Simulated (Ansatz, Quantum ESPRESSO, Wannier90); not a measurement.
# zigzag Ti chain, bond 2.30 Å, width 0.8 Å: Wannier functions and conductance, part 4 of 5

Aim: a Wannier model and the conductance steps that follow from it, for this wire: zigzag Ti chain, bond 2.30 Å, width 0.8 Å.

Quantum ESPRESSO 7.5 and Wannier90 3.1.0; plane-wave DFT, PBE, GBRV ultrasoft pseudopotentials; cross-check by Ansatz 0.2.0 with PAW datasets.

So far. Step 6 (Wannier functions and transport): Bands and channels are those of the Wannier model: bands that were not projected, and all outside the frozen window, are missing or only approximate. Step 6 (Wannier functions and transport): At least 2 of the functions sit far from every atom, off the bonds: the outer window has let in states of the vacuum, so the basis is not the atomic one that was projected.

### 9. Localisation, bands and conductance, with dist_cutoff = 9.49

Level of this step: maximally localised Wannier functions and ballistic conductance; plane-wave DFT, PBE, GBRV ultrasoft pseudopotentials (Wannier90).

A sensitivity test on the input.

File wan_w.win:

```
num_wann = 18
num_bands = 36
num_iter = 200
num_print_cycles = 20
conv_tol = 1e-8
conv_window = 5
guiding_centres = true
dis_num_iter = 1500
dis_conv_tol = 1e-8
dis_win_min = -12.3565
dis_win_max = 7.6435
dis_froz_max = 0.1435
search_shells = 120
fermi_energy = -1.3565

transport = true
transport_mode = bulk
one_dim_axis = z
dist_cutoff = 9.49
dist_cutoff_mode = one_dim
tran_win_min = -4.0
tran_win_max = 2.0
tran_energy_step = 0.02

bands_plot = true
bands_num_points = 96
begin kpoint_path
G 0.0 0.0 0.0 Z 0.0 0.0 0.5
end kpoint_path

begin projections
Ti:s;p;d
end projections

begin unit_cell_cart
ang
  9.0000000000 0.0000000000 0.0000000000
  0.0000000000 8.0000000000 0.0000000000
  0.0000000000 0.0000000000 4.3127717306
end unit_cell_cart

begin atoms_frac
  Ti -0.0444444444 0.0000000000 0.0000000000
  Ti 0.0444444444 0.0000000000 0.5000000000
end atoms_frac

mp_grid = 1 1 8
begin kpoints
  0.0 0.0 0.0000000000
  0.0 0.0 0.1250000000
  0.0 0.0 0.2500000000
  0.0 0.0 0.3750000000
  0.0 0.0 0.5000000000
  0.0 0.0 0.6250000000
  0.0 0.0 0.7500000000
  0.0 0.0 0.8750000000
end kpoints
```

Command:

```console
> OMP_NUM_THREADS=1 wannier90.x wan_w > wan_w.run.log
```

Output:

```text
[banner, memory and clock lines left out]
+---------------------------------------------------+
             |                                                   |
             |                   WANNIER90                       |
             |                                                   |
             +---------------------------------------------------+
             |                                                   |
             |        Welcome to the Maximally-Localized         |
             |        Generalized Wannier Functions code         |
             |                             |
             |                                                   |
             |                                                   |
             |  Wannier90 Developer Group:                       |
             |    Giovanni Pizzi    (EPFL)                       |
             |    Valerio Vitale    (Cambridge)                  |
             |    David Vanderbilt  (Rutgers University)         |
             |    Nicola Marzari    (EPFL)                       |
             |    Ivo Souza         (Universidad del Pais Vasco) |
             |    Arash A. Mostofi  (Imperial College London)    |
             |    Jonathan R. Yates (University of Oxford)       |
             |                                                   |
             |  For the full list of Wannier90 3.x authors,      |
             |  please check the code documentation and the      |
             |  README on the GitHub page of the code            |
             |                                                   |
             |                                                   |
             |                                                   |
             |  [ref] "Wannier90 as a community code:            |
             |        new features and applications",            |
             |        165902 (2020).                             |
             |            |
             |                                                   |
             |  in any publications arising from the use of      |
             |                                                   |
             |  [ref] "Maximally Localized Generalised Wannier   |
             |         Functions for Composite Energy Bands"     |
             |         N. Marzari and D. Vanderbilt              |
             |         Phys. Rev. B 56 12847 (1997)              |
             |                                                   |
             |  [ref] "Maximally Localized Wannier Functions     |
             |         for Entangled Energy Bands"               |
             |         I. Souza, N. Marzari and D. Vanderbilt    |
             |         Phys. Rev. B 65 035109 (2001)             |
             |                                                   |
             |                                                   |
             | Copyright (c) 1996-2020                           |
             |        The Wannier90 Developer Group and          |
             |        individual contributors                    |
             |                                                   |
             |      Release: 3.1.0        5th March    2020      |
             |                                                   |
             | This program is free software; you can            |
             | redistribute it and/or modify it under the terms  |
             | of the GNU General Public License as published by |
             | the Free Software Foundation; either version 2 of |
             | the License, or (at your option) any later version|
             |                                                   |
             | This program is distributed in the hope that it   |
             | will be useful, but WITHOUT ANY WARRANTY; without |
             | even the implied warranty of MERCHANTABILITY or   |
             | FITNESS FOR A PARTICULAR PURPOSE. See the GNU     |
             | General Public License for more details.          |
             |                                                   |
             | You should have received a copy of the GNU General|
             | Public License along with this program; if not,   |
             | write to the Free Software Foundation, Inc.,      |
             | 675 Mass Ave, Cambridge, MA 02139, USA.           |
             |                                                   |
             +---------------------------------------------------+
[date or host left out]
             +---------------------------------------------------+

 ******************************************************************************
 * -> Using CODATA 2006 constant values                                       *
 *    (                      *
 * -> Using Bohr value from CODATA                                            *
 ******************************************************************************

 Running in serial (with parallel executable)

                                    ------
                                    SYSTEM
                                    ------

                              Lattice Vectors (Ang)
                    a_1     9.000000   0.000000   0.000000
                    a_2     0.000000   8.000000   0.000000
                    a_3     0.000000   0.000000   4.312772

                   Unit Cell Volume:     310.51956  (Ang^3)

                        Reciprocal-Space Vectors (Ang^-1)
                    b_1     0.698132   0.000000   0.000000
                    b_2     0.000000   0.785398   0.000000
                    b_3     0.000000   0.000000   1.456879

 *----------------------------------------------------------------------------*
 |   Site       Fractional Coordinate          Cartesian Coordinate (Ang)     |
 +----------------------------------------------------------------------------+
 | Ti   1  -0.04444   0.00000   0.00000   |   -0.40000   0.00000   0.00000    |
 | Ti   2   0.04444   0.00000   0.50000   |    0.40000   0.00000   2.15639    |
 *----------------------------------------------------------------------------*
                                ------------
                                K-POINT GRID
                                ------------

             Grid size =  1 x  1 x  8      Total points =    8

 *---------------------------------- MAIN ------------------------------------*
 |  Number of Wannier Functions               :                18             |
 |  Number of Objective Wannier Functions     :                18             |
 |  Number of input Bloch states              :                36             |
[...]
40    -0.274E-01     1.1108447074       36.7046620999       2.23  <-- CONV
        O_D=      0.0403449 O_OD=      7.6221607 O_TOT=     36.7046621 <-- SPRD
 Delta: O_D= -0.1540759E-02 O_OD= -0.2584718E-01 O_TOT= -0.2738794E-01 <-- DLTA
 Cycle:     60
[...]
Sum of centres and spreads ( -2.166487, -1.305041, 25.876927 )    36.24334614

     60    -0.917E-02     0.4087174602       36.2433461362       2.27  <-- CONV
        O_D=      0.0395185 O_OD=      7.1616712 O_TOT=     36.2433461 <-- SPRD
 Delta: O_D= -0.4274704E-03 O_OD= -0.8745125E-02 O_TOT= -0.9172595E-02 <-- DLTA
 Cycle:     80
[...]
Sum of centres and spreads ( -2.201812, -1.492167, 25.876462 )    36.18813841

     80    -0.132E-02     0.1383159773       36.1881384110       2.30  <-- CONV
        O_D=      0.0393191 O_OD=      7.1066629 O_TOT=     36.1881384 <-- SPRD
 Delta: O_D=  0.3097337E-04 O_OD= -0.1351384E-02 O_TOT= -0.1320410E-02 <-- DLTA
 Cycle:    100
[...]
Sum of centres and spreads ( -2.198897, -1.542398, 25.876587 )    36.17752954

    100    -0.331E-03     0.1039062927       36.1775295370       2.34  <-- CONV
        O_D=      0.0390109 O_OD=      7.0963622 O_TOT=     36.1775295 <-- SPRD
 Delta: O_D=  0.2351985E-05 O_OD= -0.3328556E-03 O_TOT= -0.3305036E-03 <-- DLTA

 Writing checkpoint file wan_w.chk... done

 Cycle:    120
[...]
Sum of centres and spreads ( -2.200004, -1.556280, 25.876621 )    36.16951923

    120    -0.396E-03     0.0844756107       36.1695192252       2.38  <-- CONV
        O_D=      0.0390582 O_OD=      7.0883046 O_TOT=     36.1695192 <-- SPRD
 Delta: O_D= -0.8061779E-04 O_OD= -0.3157811E-03 O_TOT= -0.3963989E-03 <-- DLTA
 Cycle:    140
[...]
Sum of centres and spreads ( -2.202228, -1.559826, 25.876498 )    36.16169036

    140    -0.577E-03     0.0869627128       36.1616903593       2.41  <-- CONV
        O_D=      0.0391520 O_OD=      7.0803820 O_TOT=     36.1616904 <-- SPRD
 Delta: O_D=  0.4383912E-04 O_OD= -0.6209387E-03 O_TOT= -0.5770996E-03 <-- DLTA
 Cycle:    160
[...]
Sum of centres and spreads ( -2.197658, -1.562874, 25.876588 )    36.15314316

    160    -0.366E-03     0.1094200450       36.1531431573       2.45  <-- CONV
        O_D=      0.0389226 O_OD=      7.0720641 O_TOT=     36.1531432 <-- SPRD
 Delta: O_D=  0.4071746E-05 O_OD= -0.3700863E-03 O_TOT= -0.3660146E-03 <-- DLTA
 Cycle:    180
[...]
Sum of centres and spreads ( -2.199486, -1.564526, 25.876625 )    36.14439798

    180    -0.421E-03     0.0870197648       36.1443979843       2.48  <-- CONV
        O_D=      0.0390063 O_OD=      7.0632352 O_TOT=     36.1443980 <-- SPRD
 Delta: O_D= -0.8406368E-04 O_OD= -0.3370467E-03 O_TOT= -0.4211104E-03 <-- DLTA
 Cycle:    200
[...]
Sum of centres and spreads ( -2.202457, -1.565847, 25.876520 )    36.13674584

    200    -0.528E-03     0.0840677571       36.1367458444       2.52  <-- CONV
        O_D=      0.0391085 O_OD=      7.0554809 O_TOT=     36.1367458 <-- SPRD
 Delta: O_D=  0.4097170E-04 O_OD= -0.5689091E-03 O_TOT= -0.5279374E-03 <-- DLTA

 Writing checkpoint file wan_w.chk... done

 Final State
[...]
WF centre and spread   11  (  1.378894, -3.993997,  4.312891 )     3.64540719
  WF centre and spread   12  (  1.909161, -0.857108,  2.156521 )     3.07543850
  WF centre and spread   13  (  1.396321,  1.224508,  2.156379 )     3.24836834
  WF centre and spread   14  (  0.235374, -0.036318,  2.155547 )     1.25837360
  WF centre and spread   15  (  0.551163, -0.003205,  2.157289 )     1.12353461
  WF centre and spread   16  (  0.411666,  0.054474,  2.156626 )     1.06439780
  WF centre and spread   17  (  0.395392, -0.072907,  2.156441 )     1.07539255
  WF centre and spread   18  (  0.311162,  0.058049,  2.156272 )     1.05555840
  Sum of centres and spreads ( -2.202457, -1.565847, 25.876520 )    36.13674584

         Spreads (Ang^2)       Omega I      =    29.042156433
        ================       Omega D      =     0.039108525
                               Omega OD     =     7.055480886
    Final Spread (Ang^2)       Omega Total  =    36.136745844
 Time for wannierise            0.357 (sec)

 Writing checkpoint file wan_w.chk... done

 *---------------------------------------------------------------------------*
 |                               PLOTTING                                    |
 *---------------------------------------------------------------------------*

 Translated centres
    translation centre in fractional coordinate:  0.000000  0.000000  0.250000
  WF centre     1  (  0.004958, -0.257646,  1.062822 )
  WF centre     2  ( -3.950293,  1.964068,  2.156245 )
  WF centre     3  ( -1.972158, -0.695553, -0.000316 )
  WF centre     4  ( -0.952321,  1.399295,  0.000022 )
  WF centre     5  ( -0.205888, -0.041596, -0.004085 )
  WF centre     6  ( -0.544032, -0.006943,  0.005442 )
  WF centre     7  ( -0.410818,  0.081417,  0.000374 )
  WF centre     8  ( -0.434869, -0.206288, -0.000170 )
  WF centre     9  ( -0.327442,  0.081236, -0.000459 )
  WF centre    10  (  0.001271, -0.257334, -1.064095 )
  WF centre    11  (  1.378894, -3.993997,  0.000119 )
  WF centre    12  (  1.909161, -0.857108,  2.156521 )
  WF centre    13  (  1.396321,  1.224508,  2.156379 )
  WF centre    14  (  0.235374, -0.036318,  2.155547 )
  WF centre    15  (  0.551163, -0.003205,  2.157289 )
  WF centre    16  (  0.411666,  0.054474,  2.156626 )
  WF centre    17  (  0.395392, -0.072907,  2.156441 )
  WF centre    18  (  0.311162,  0.058049,  2.156272 )

 Calculating interpolated band-structure

 Time to calculate interpolated band structure       0.021 (sec)

 Time for plotting              0.023 (sec)

 *---------------------------------------------------------------------------*
 |                              TRANSPORT                                    |
 *---------------------------------------------------------------------------*

 Calculation of Quantum Conductance and DoS: bulk mode

 Maximum imaginary part of the real-space Hamiltonian:     0.090822

     Maximum real part of the real-space Hamiltonian at each lattice point
            Lattice point R           Max |H_ij(R)|
                  -5                     0.000000
                  -4                     0.000000
                  -3                     0.000000
                  -2                     0.117071
                  -1                     1.422192
                   0                     3.445786
                   1                     1.422192
                   2                     0.117071
                   3                     0.000000
                   4                     0.000000
                   5                     0.000000

 Number of unit cells inside the principal layer:     2
 Number of Wannier Functions inside the principal layer:    36

 Calculating quantum conductance and density of states... done

 Time for transport             0.767 (sec)
 Total Execution Time           3.362 (sec)

 *===========================================================================*
 |                             TIMING INFORMATION                            |
 *===========================================================================*
 |    Tag                                                Ncalls      Time (s)|
 |---------------------------------------------------------------------------|
 |kmesh: get                                        :         1         0.008|
 |overlap: allocate                                 :         1         0.000|
 |overlap: read                                     :         1         0.037|
 |dis: main                                         :         1         2.164|
 |wann: main                                        :         1         0.357|
 |plot: main                                        :         1         0.023|
 |tran: main                                        :         1         0.767|
 *---------------------------------------------------------------------------*

 All done: wannier90 exiting
[key lines of the parts left out:]
|  Fermi energy (eV)                         :            -1.357             |
```

It took 3.8 s on 1 MPI rank of Arm Neoverse V2, shared host; peak memory 0.09 GiB.

The total spread is 36.1 against 36.1 Å². Between −2 and 1.5 eV the channel count differs from the first run's at 1 % of the energies, and at the Fermi level it is 3 against 3. Spreads don't depend on this cutoff; only the transport does.

(Continued in part 5 of 5.)

[Logs are printed without paths, hosts, clocks, repeated set-up lines and the standing remarks that a program may print on its own settings, such as how far it seeks lower states.]

[Hosts, paths, dates, database ids (printed as entryN), source tags and the programs' standing remarks are cut or masked in the printed files.]

[Maps of the electrostatic potential energy from Ansatz leave out the sawtooth potential of an applied field or a dipole correction, so their vacuum need not be flat; planar profiles and work functions include it.]
